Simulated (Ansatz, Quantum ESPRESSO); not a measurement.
# Complex bands of LiH, rock salt type, lattice constant set to 3.822 Å, part 3 of 3

How good a tunnel barrier is LiH, rock salt type, lattice constant set to 3.822 Å?

Quantum ESPRESSO 7.5; plane-wave DFT, LDA, GBRV ultrasoft pseudopotentials; cross-check by Ansatz 0.2.0 with PAW datasets.

So far. Step 2 (Self-consistent run): The run needed 9 iterations to bring the estimated error under 1e-09 Ry.

**4. Complex band structure, with epsproj = 0.01**

Level of this step: complex band structure by pwcond; plane-wave DFT, LDA, GBRV ultrasoft pseudopotentials (Quantum ESPRESSO).

How much does a setting matter? One run is repeated with a change.

Contents of cbs.w.in:

```
&inputcond
  outdir = './out'
  prefixl = 'scf'
  band_file = 'cbs.w'
  ikind = 0
  ewind = 4.0
  epsproj = 0.01
  nz1 = 7
  energy0 = 7.44
  denergy = -0.24
/
4
  0.00000000 0.00000000 1.00000000
  0.50000000 0.00000000 1.00000000
  0.50000000 0.50000000 1.00000000
  0.25000000 0.00000000 1.00000000
40
```

On the command line:

```bash
$ OMP_NUM_THREADS=1 mpirun -n 2 pwcond.x -in cbs.w.in > cbs.w.out
```

The log of the run:

```text
[banner, memory and clock lines left out]
Program PWCOND v.7.5 starts
[citation notice left out]

[...]
./out/scf.save/

     IMPORTANT: XC functional enforced from input :
     Exchange-correlation= PZ
                           (   1   1   0   0   0   0   0)
     Any further DFT definition will be discarded
     Please, verify this is what you really want

     Reading collected, re-writing distributed wavefunctions

===== INPUT FILE containing the left lead =====

     GEOMETRY:

     lattice parameter (alat)  =       5.1071  a.u.
     the volume                =     188.3817 (a.u.)^3
     the cross section         =      26.0825 (a.u.)^2
     l of the unit cell        =       1.4142 (alat)
     number of atoms/cell      =            4
     number of atomic types    =            2

     crystal axes: (cart. coord. in units of alat)
               a(1) = (  1.0000  0.0000  0.0000 )
               a(2) = (  0.0000  1.0000  0.0000 )
               a(3) = (  0.0000  0.0000  1.4142 )

   Cartesian axes

     site n.     atom                  positions (alat units)
          1        Li     tau(  1)=(  0.0000  0.0000  1.4142  )
          2        H      tau(  2)=(  0.5000  0.5000  1.4142  )
          3        Li     tau(  3)=(  0.5000  0.5000  0.7071  )
          4        H      tau(  4)=(  0.0000  0.0000  0.7071  )

     nr1s                      =           24
     nr2s                      =           24
     nr3s                      =           30
     nr1sx                     =           24
     nr2sx                     =           24
     nr3sx                     =           30
     nr1                       =           24
     nr2                       =           24
     nr3                       =           36
     nr1x                      =           24
     nr2x                      =           24
     nr3x                      =           36

 _______________________________
  Radii of nonlocal spheres:

     type       ibeta     ang. mom.          radius (alat units)
       Li         1         0                    0.3948
       Li         2         0                    0.3948
       Li         3         0                    0.3948
       Li         4         1                    0.3948
       Li         5         1                    0.3948
       H          1         0                    0.2355
       H          2         0                    0.2355
----- General information -----

----- Complex band structure calculation -----

     nrx                       =           24
     nry                       =           24
     nz1                       =            7

     energy0               =         7.4E+00
     denergy               =        -2.4E-01
     nenergy               =         40
     ecut2d                =         4.0E+01
     ewind                 =         4.0E+00
     epsproj               =         1.0E-02

     number of k_|| points=    4
                       cryst. coord.
        k(    1) = (   0.0000000   0.0000000), wk =   0.2500000
        k(    2) = (   0.5000000   0.0000000), wk =   0.2500000
        k(    3) = (   0.5000000   0.5000000), wk =   0.2500000
        k(    4) = (   0.2500000   0.0000000), wk =   0.2500000
----- Information about left lead -----

     nocros                   =           11
     noins                    =           11
     norb                     =           33
     norbf                    =           33
     nrz                      =           30

      iorb      type   ibeta   ang. mom.   m       position (alat)
        1        1       1        0        1   taunew(   1)=(  0.0000  0.0000  0.0000)
        2        1       2        0        1   taunew(   2)=(  0.0000  0.0000  0.0000)
[...]
33        2       2        0        1   taunew(  33)=(  0.5000  0.5000  1.4142)
    k slab    z(k)  z(k+1)     crossing(iorb=1,norb)
    1   0.0000 0.0471 0.0471   111111111110000000000000000000000
    2   0.0471 0.0943 0.0471   111111111110000000000000000000000
[...]
30   1.3671 1.4142 0.0471   000000000000000000000011111111111
 ngper, shell number =           89          15
 ngper, n2d =           89          13
---  E-Ef =    7.4400000  k =    0.0000000   0.0000000
---  ie =          1  ik =          1
 Nchannels of the left tip =            1
 Right moving states:
   k1(2pi/a)   k2(2pi/a)   E-Ef (eV)
   0.3228064   0.0000000   7.4400000
 Left moving states:
   k1(2pi/a)   k2(2pi/a)   E-Ef (eV)
  -0.3228064   0.0000000   7.4400000

---  E-Ef =    7.2000000  k =    0.0000000   0.0000000
---  ie =          2  ik =          1
 Nchannels of the left tip =            1
 Right moving states:
   k1(2pi/a)   k2(2pi/a)   E-Ef (eV)
   0.3112160   0.0000000   7.2000000
 Left moving states:
   k1(2pi/a)   k2(2pi/a)   E-Ef (eV)
  -0.3112160   0.0000000   7.2000000
[... further energies and points left out ...]
---  E-Ef =   -1.6800000  k =    0.2500000   0.0000000
---  ie =         39  ik =          4
 Nchannels of the left tip =            1
 Right moving states:
   k1(2pi/a)   k2(2pi/a)   E-Ef (eV)
  -0.1965090   0.0000000  -1.6800000
 Left moving states:
   k1(2pi/a)   k2(2pi/a)   E-Ef (eV)
   0.1965090   0.0000000  -1.6800000

---  E-Ef =   -1.9200000  k =    0.2500000   0.0000000
---  ie =         40  ik =          4
 Nchannels of the left tip =            1
 Right moving states:
   k1(2pi/a)   k2(2pi/a)   E-Ef (eV)
  -0.2263652  -0.0000000  -1.9200000
 Left moving states:
   k1(2pi/a)   k2(2pi/a)   E-Ef (eV)
   0.2263652   0.0000000  -1.9200000

[...]
```

The job ended after 3.8 s (2 MPI ranks of Intel Xeon 6975P-C (Granite Rapids), shared host; peak memory 0.1 GiB).

The changed values were drawn from a wide range, not chosen for quality; the comparison shows what they did here together.

Beside the run it was changed from:

```tsv
quantity	this run	unchanged run	difference
peak of the smallest κ at the zone centre (Å⁻¹)	0.127	0.127	0
peak of the smallest κ at (1/2, 1/2) (Å⁻¹)	0.586	0.613	-0.027
wall time (s)	3.8	6.9
```

The physical values in this table move by up to 4.4 %.

**5. Cross-check with Ansatz**

As a check, the same structure is run in Ansatz.

Level of this step: plane-wave DFT, LDA, Ansatz PAW (Ansatz 0.2.0).

Contents of input.yaml:

```yaml
crystal:
  lattice:
    - [2.7025621177, 0.0, 0.0]
    - [0.0, 2.7025621177, 0.0]
    - [0.0, 0.0, 3.822]
  atoms:
    - { symbol: Li, position: [0.0, 0.0, 0.0] }
    - { symbol: H, position: [0.5, 0.5, 0.0] }
    - { symbol: Li, position: [0.5, 0.5, 0.5] }
    - { symbol: H, position: [0.0, 0.0, 0.5] }
kpoints:
  mp_grid: { grid: [8, 8, 6] }
hamiltonian:
  xc: lda
scf:
  occupations: { method: fixed }
  convergence: { dr2_threshold: 1.0e-09 }
output:
  transmission:
    leads: [[0, 0]]
    kpoints: [[0, 0], [0.5, 0], [0.5, 0.5], [0.25, 0]]
    e_range: [-1.92, 7.44]
    de: 0.24
```

On the command line:

```bash
$ ansatz run input.yaml --threads 2 --pin off --max-ram 4096MiB --backend cpu --events-out ev --progress --plain --runs-dir out
```

The log of the run:

```text
Engine: ansatz 0.2.0, x86_64-unknown-linux-gnu
Pseudopotentials: kind: paw
Pseudopotential: Li, paw, valence charge 3, recommended cutoff 420 eV (normal), Li.paw.azcp
Pseudopotential: H, paw, valence charge 1, recommended cutoff 420 eV (normal), H.paw.azcp
Functional definition: SPW92
  exchange = slater_x
  correlation = pw_c
Crystal: 4 atoms, lattice volume = 27.915 Å³
Basis set: ecut = 420 eV, 537 PW (Γ)
Bands: 8, of which v1, the nominal top of the filled ones, is band 4 counted from 1 (3 counted from 0)
Symmetry: 32 space group operations
Space group: Fm-3m (ITA 225), of the structure as read, at distance tolerance 3.0e-5 Å
k-points: 60 of 384
Non-local potential: Li, projectors of the file, l = 0: 3, l = 1: 2, l = 2: 1
Non-local potential: H, projectors of the file, l = 0: 2, l = 1: 1
PAW form: soft (Blöchl's): semilocal exchange-correlation on the pseudo side does not see the compensation charge
PAW one-centre angular grid: Li, 110 points (default); XC on 64 Gauss nodes
PAW one-centre angular grid: H, 110 points (default); XC on 64 Gauss nodes
Initial density: superposition of atomic densities (neutral atoms: chi_scale 0, normalization atom), corrected by the library's trained network
Initial wavefunctions: pseudopotential atomic-orbital guess
Functional: x = slater, c = lda
SCF iter   1: F=—  HF=-436.429718 eV  |F-HF|=—  |Δ(HF+E_count)|=         —  Δρ=1.33e-2  dr2=2.93e-2  ethr=1.77e-3  ⟨swp⟩=3.4  Hψ=2574  notcnv=0  defer=109
preconditioner: auto → none  [insulator: Δε(μ)=2.331 eV  Ē_g=11.233 eV  n_scr=2 (ndim 8)  ℏωp=14.1 eV  f_vac=0.000  ε∞_Penn≈2.6]
SCF iter   2: F=—  HF=-436.412608 eV  |F-HF|=—  |Δ(HF+E_count)|=   1.71e-2  Δρ=4.75e-3  dr2=3.47e-3  ethr=3.66e-4  ⟨swp⟩=1.5  Hψ=1011  notcnv=0  defer=101
SCF iter   3: F=—  HF=-436.409894 eV  |F-HF|=—  |Δ(HF+E_count)|=   2.71e-3  Δρ=1.63e-4  dr2=3.91e-6  ethr=4.34e-5  ⟨swp⟩=2.0  Hψ=816  notcnv=0  defer=107
SCF iter   4: F=—  HF=-436.409894 eV  |F-HF|=—  |Δ(HF+E_count)|=   1.74e-7  Δρ=2.05e-5  dr2=7.26e-8  ethr=4.89e-8  ⟨swp⟩=2.6  Hψ=740  notcnv=0
SCF iter   5: F=—  HF=-436.409895 eV  |F-HF|=—  |Δ(HF+E_count)|=   7.79e-7  Δρ=3.02e-6  dr2=1.77e-9  ethr=9.07e-10  ⟨swp⟩=1.6  Hψ=543  notcnv=0
SCF iter   6: F=-436.409895 eV  HF=-436.409895 eV  |F-HF|=3.41e-13  |Δ(HF+E_count)|=  1.06e-11  Δρ=9.76e-8  dr2=9.84e-13  ethr=1.25e-11  ⟨swp⟩=2.4  Hψ=1211  notcnv=0
SCF 1 converged in 6 iterations: F = -436.409895 eV  dr2 = 9.84e-13
  greatest PAW one-centre occupation: 1.000 electrons in one spin orbital (limit 2), on the Li atom at site 2 (counted from 0), in its partial waves of l = 0
transmission: 5 of 20 steps passed
transmission: 10 of 20 steps passed
transmission: 15 of 20 steps passed
transmission: 20 of 20 steps passed
SCF converged after 6 iterations
Free energy (F): -436.409895 eV
Harris-Foulkes:  -436.409895 eV  (|F-HF|=3.41e-13)
Internal energy: -436.409895 eV  (E = F + TS)
E sigma→0 (E₀):  -436.409895 eV
Fermi energy:    1.550911 eV
--- Per-component energies (eV) ---
  E_band       = -171.927624
  E_kinetic    = 73.391530
  E_local      = -236.561125  (includes V_loc(G=0)·N_el)
  E_nonlocal   = -62.970068
  E_hartree    = 65.635309
  E_xc         = -40.476209
  E_vxc        = -52.807442  (∫ρ·V_xc dr)
  E_paw        = -38.054981  (= ΣΔE_a)
  E_vpaw       = -24.248457  (= ΣTr[D̂ρ^β])
  E_aug_tail   = -0.002692  (compensation charges beyond the density's cutoff)
  E_ewald      = -197.371661
  E_smearing   = -0.000000  (= −TS)
  E_closure    = 0.000000  (closes the sum)
  Σ components = -436.409895   (vs F -436.409895, Δ=0.00e0)
--- Band table (eV; the first three rows and the last of 60) ---
  k-point 0: bands = ["-41.8175", "-41.7021", "-4.5541", "1.5509", "4.0124", "12.6325", "12.6325", "16.0986"]
  k-point 1: bands = ["-41.8096", "-41.7096", "-4.3855", "0.1158", "5.9650", "12.9063", "12.9063", "16.3833"]
  k-point 2: bands = ["-41.7881", "-41.7304", "-3.8657", "-1.6259", "9.2056", "13.7244", "13.7244", "16.1128"]
  k-point 59: bands = ["-41.7013", "-41.7013", "1.2035", "1.2035", "6.5278", "6.5278", "6.5278", "6.5278"]
--- Transmission ---
  basis      : 69 plane waves across, 5 finite elements along
  points     : 4, as listed
  energies   : 40 from -1.920000 to 7.440000 eV about the Fermi level, 0.240000 eV apart; the leads are filled to 1.230715 eV, and channels, transmission and decay are at 1.200000 eV
  crystal 0  : Li2H2, at the sites [0, 0], period 3.8220 Å: whole cells are its period
    offset         : up to 0.0000 Å between an atom of the period and one for which it stands
    channels       : 0.000000e0 a spin
    conductance    : none, the energies end too early or step too widely for 300 K: set another output.transmission.e_range or a lower de, or, where they end at an eighth of basis.ecutwfc, a higher one
    slowest decay  : 0.1269 /Å at (0.0000, 0.0000)
```

The job ended after 1.3 s (2 threads; peak memory 0.33 GiB; 2.4 s of CPU time).

Read from the output:

* free energy: -436.4099 eV
* symmetry operations: 32
* slowest decay at the grid energy nearest mid-gap: 0.1269 Å⁻¹
* peak of the smallest κ at the zone centre: 0.1269 Å⁻¹
* peak of the smallest κ at (1/2, 1/2): 0.6132 Å⁻¹
* peak of the smallest κ at (1/4, 0): 0.2700 Å⁻¹
* valence top, on the run's zero: 1.551 eV

K across = (0, 0) in the cell's reciprocal vectors; values within 0.0025 1/Å of each other count once, columns are sorted by size at each energy, a dash where no further value was kept. Im kz of the slowest decaying states against energy, zero at the highest filled level of the SCF mesh:

```tsv
energy (eV)	decay 1 (Å⁻¹)	decay 2 (Å⁻¹)
-1.92	-	-
-1.68	-	-
-1.44	-	-
-1.20	-	-
-0.96	-	-
-0.72	-	-
-0.48	-	-
-0.24	-	-
0.00	0.0075	-
0.24	0.0785	-
0.72	0.118	-
0.96	0.125	-
1.20	0.127	-
1.44	0.124	-
1.68	0.116	-
1.92	0.102	-
2.16	0.0804	-
2.40	0.0378	-
2.64	-	-
2.88	1.49	-
3.12	1.46	-
3.36	1.44	-
3.60	1.42	-
3.84	1.40	-
4.08	1.37	-
4.32	1.35	-
4.56	1.33	-
4.80	1.30	-
5.28	1.25	-
5.52	1.23	-
5.76	1.20	-
6.00	1.17	-
6.24	1.14	1.48
6.48	1.12	1.46
6.72	1.09	1.44
6.96	1.06	1.41
7.20	1.03	1.39
7.44	0.993	1.37
```

K across = (0, 0) in the cell's reciprocal vectors. Re kz of states that move upwards, channel 1 against energy, zero at the highest filled level of the SCF mesh:

```tsv
energy (eV)	Re kz of states that move upwards, channel 1 (Å⁻¹)
-1.92	-0.345
-1.68	-0.310
-1.44	-0.275
-1.20	-0.240
-0.96	-0.205
-0.72	-0.169
-0.48	-0.131
-0.24	-0.0877
0.00	-
0.24	-
0.72	-
0.96	-
1.20	-
1.44	-
1.68	-
1.92	-
2.16	-
2.40	-
2.64	0.0675
2.88	0.107
3.12	0.139
3.36	0.167
3.60	0.193
3.84	0.218
4.08	0.242
4.32	0.265
4.56	0.288
4.80	0.310
5.28	0.352
5.52	0.373
5.76	0.394
6.00	0.414
6.24	0.434
6.48	0.454
6.72	0.473
6.96	0.493
7.20	0.512
7.44	0.531
```

K across = (1/2, 0) in the cell's reciprocal vectors; values within 0.0025 1/Å of each other count once, columns are sorted by size at each energy, a dash where no further value was kept. Table of Im kz of the slowest decaying states by energy, zero at the highest filled level of the SCF mesh:

```tsv
energy (eV)	decay 1 (Å⁻¹)	decay 2 (Å⁻¹)
-1.92	1.23	-
-1.44	1.24	-
-0.96	1.24	-
-0.48	1.23	-
-0.24	1.22	-
0.00	1.20	1.23
0.24	1.11	1.30
0.72	1.01	1.35
1.20	0.941	1.37
1.68	0.870	1.39
2.16	0.799	1.39
2.64	0.724	1.40
2.88	0.685	1.40
3.36	0.600	1.39
3.84	0.503	1.39
4.32	0.383	1.38
4.80	0.201	1.37
5.28	1.36	-
5.76	1.34	-
6.00	1.33	-
6.48	1.32	-
6.96	1.30	-
7.44	1.28	-
```

K across = (1/2, 1/2) in the cell's reciprocal vectors; values within 0.0025 1/Å of each other count once, columns are sorted by size at each energy, a dash where no further value was kept. Table of Im kz of the slowest decaying states by energy, zero at the highest filled level of the SCF mesh:

```tsv
energy (eV)	decay 1 (Å⁻¹)	decay 2 (Å⁻¹)
-1.92	0.869	1.08
-1.68	0.818	1.05
-1.20	0.694	0.987
-0.96	0.611	0.954
-0.72	0.500	0.920
-0.24	0.848	-
0.00	0.0317	0.810
0.24	0.378	0.769
0.72	0.563	0.681
0.96	0.613	0.633
1.20	0.580	0.651
1.68	0.457	0.703
1.92	0.380	0.722
2.16	0.284	0.737
2.64	0.758	-
2.88	0.765	-
3.36	0.774	-
3.60	0.776	-
3.84	0.777	-
4.32	0.775	-
4.56	0.773	-
4.80	0.769	-
5.28	0.759	-
5.52	0.753	-
5.76	0.746	-
6.24	0.728	-
6.48	0.718	-
6.72	0.707	-
7.20	0.683	-
7.44	0.669	-
```

K across = (1/4, 0) in the cell's reciprocal vectors; values within 0.0025 1/Å of each other count once, columns are sorted by size at each energy, a dash where no further value was kept. The Im kz of the slowest decaying states by energy, zero at the highest filled level of the SCF mesh:

```tsv
energy (eV)	decay 1 (Å⁻¹)	decay 2 (Å⁻¹)	decay 3 (Å⁻¹)
-1.92	-	-	-
-1.68	-	-	-
-1.20	1.50	-	-
-0.96	1.48	-	-
-0.72	1.45	-	-
-0.24	0.173	1.40	-
0.00	0.205	1.38	-
0.24	0.228	1.35	-
0.72	0.256	1.30	-
0.96	0.264	1.27	-
1.20	0.269	1.25	-
1.68	0.268	1.19	-
1.92	0.264	1.16	-
2.16	0.256	1.13	-
2.64	0.229	1.07	-
2.88	0.210	1.03	-
3.36	0.147	0.965	-
3.60	0.0884	0.929	-
3.84	0.893	-	-
4.32	0.816	1.47	-
4.56	0.776	1.45	-
4.80	0.736	1.43	-
5.28	0.651	1.38	-
5.52	0.608	1.36	-
5.76	0.564	1.33	-
6.24	0.475	1.28	1.50
6.48	0.428	1.26	1.48
6.72	0.381	1.23	1.47
7.20	0.273	1.18	1.44
7.44	0.207	1.15	1.43
```

**6. The arithmetic**

T falls as exp(−2κd). With κ = 0.127 1/Å, 10 Å of barrier pass exp(−2 × 0.127 × 10) = 0.079 of that channel, interfaces aside.

**7. Summary of results**

| Property | Result |
| --- | --- |
| gap on the SCF mesh | 2.46 eV |
| smallest κ at mid-gap among the four k points, at the zone centre | 0.127 Å⁻¹ |
| peak of the smallest κ in the stop band at the zone centre | 0.127 Å⁻¹ |
| peak of the smallest κ in the stop band at (1/2, 1/2) | 0.613 Å⁻¹ |
| peak of the smallest κ in the stop band at (1/4, 0) | 0.270 Å⁻¹ |
| energy of the peak at the zone centre, over the highest filled level | 1.20 eV |
| peak at the zone centre by Ansatz | 0.127 Å⁻¹ |

In words: With a gap of 2.46 eV on the mesh, the smallest κ at mid-gap among the four k points, at the zone centre is 0.127 Å⁻¹ (LDA, GBRV ultrasoft). For a barrier with the Fermi level at mid-gap the slowest state found, at the zone centre, loses a factor of ten in probability every 9.1 Å or so. Stop bands away from the zone centre are mostly wider than the gap, so their peaks can lie above the conduction bottom. At the zone centre pwcond's peak is 0.127 and Ansatz's 0.127 1/Å, 0 % apart. The cell is the a/√2 one, turned by 45°, with two primitive cells, so X along [001] folds onto kz = 0. A semilocal gap is too small, often by a third to a half and by more in narrow-gap crystals, so real barriers decay faster.

[Logs are printed without paths, hosts, clocks, repeated set-up lines and the standing remarks that a program may print on its own settings, such as how far it seeks lower states.]

[Hosts, paths, dates, database ids (printed as entryN), source tags and the programs' standing remarks are cut or masked in the printed files.]

[Maps of the electrostatic potential energy from Ansatz leave out the sawtooth potential of an applied field or a dipole correction, so their vacuum need not be flat; planar profiles and work functions include it.]
